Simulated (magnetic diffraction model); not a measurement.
# Magnetic neutron pattern of CaYb

Space group Pm-3m (no. 221), a = 4.1880 Å.

| site | atom | x | y | z |
| --- | --- | --- | --- | --- |
| 1b | Yb | 1/2 | 1/2 | 1/2 |
| 1a | Ca | 0 | 0 | 0 |

The compound is invented for this exercise: a known structure type with other elements, its cell scaled to their sizes and not relaxed.

Only Yb is taken to order (form factors of Yb3+); orders and moment sizes are assumed, and not adapted to the symmetry. Radiation: neutrons of λ = 1.909 Å, 8° to 100°; isotropic B of 0.41 Å² (Yb) and 0.67 Å² (Ca). Simulated constant-wavelength pattern: nuclear and magnetic terms add, the magnetic one as |2.695 fm × Σ f S⊥ exp(2πi Q·r) exp(−B s²)|², summed over all Q at one angle with the factor 1/(sin²θ cos θ). For collinear order S is the moment m, which repeats by lattice and centring translations R with the sign exp(−2πi k·R). Free-ion form factors, Sears's scattering lengths of 1992, no absorption; a label names one of the reflections at its angle. The strongest nuclear line in the range is 100, and lines under 0.2 are left out.

Assume the order k = (1/2 1/2 1/2), collinear moments along [001], 3.4 μB on Yb.

Q: Where does magnetic intensity appear, and how strong is it?

```tsv
2θ (°)	index	nuclear	magnetic
22.77	(1/2 1/2 1/2)	0.0	31.1
26.35	(1 0 0)	20.2	0.0
37.61	(1 1 0)	100.0	0.0
44.41	(3/2 1/2 1/2)	0.0	22.0
46.50	(1 1 1)	9.4	0.0
54.24	(2 0 0)	25.9	0.0
59.57	(3/2 3/2 1/2)	0.0	11.2
61.28	(2 1 0)	17.8	0.0
67.87	(2 1 1)	72.0	0.0
72.62	(5/2 1/2 1/2)	0.0	9.4
80.28	(2 2 0)	28.5	0.0
84.78	(5/2 3/2 1/2)	0.0	9.9
86.27	(3 0 0)	14.1	0.0
92.23	(3 1 0)	49.0	0.0
96.71	(5/2 3/2 3/2)	0.0	3.8
98.21	(3 1 1)	10.2	0.0
```

The strongest magnetic line in the range is (1/2 1/2 1/2) at 22.77° (31.1). On top of the Lorentz factor, which all lines share, magnetic lines fade with angle because f falls: for Yb3+ it is 0.97, 0.88, 0.76 and 0.51 at sin θ/λ = 0.1, 0.2, 0.3 and 0.5 Å⁻¹, while nuclear lengths stay constant. The order has no net moment.

[Logs are printed without paths, hosts, clocks, repeated set-up lines and the standing remarks that a program may print on its own settings, such as how far it seeks lower states.]
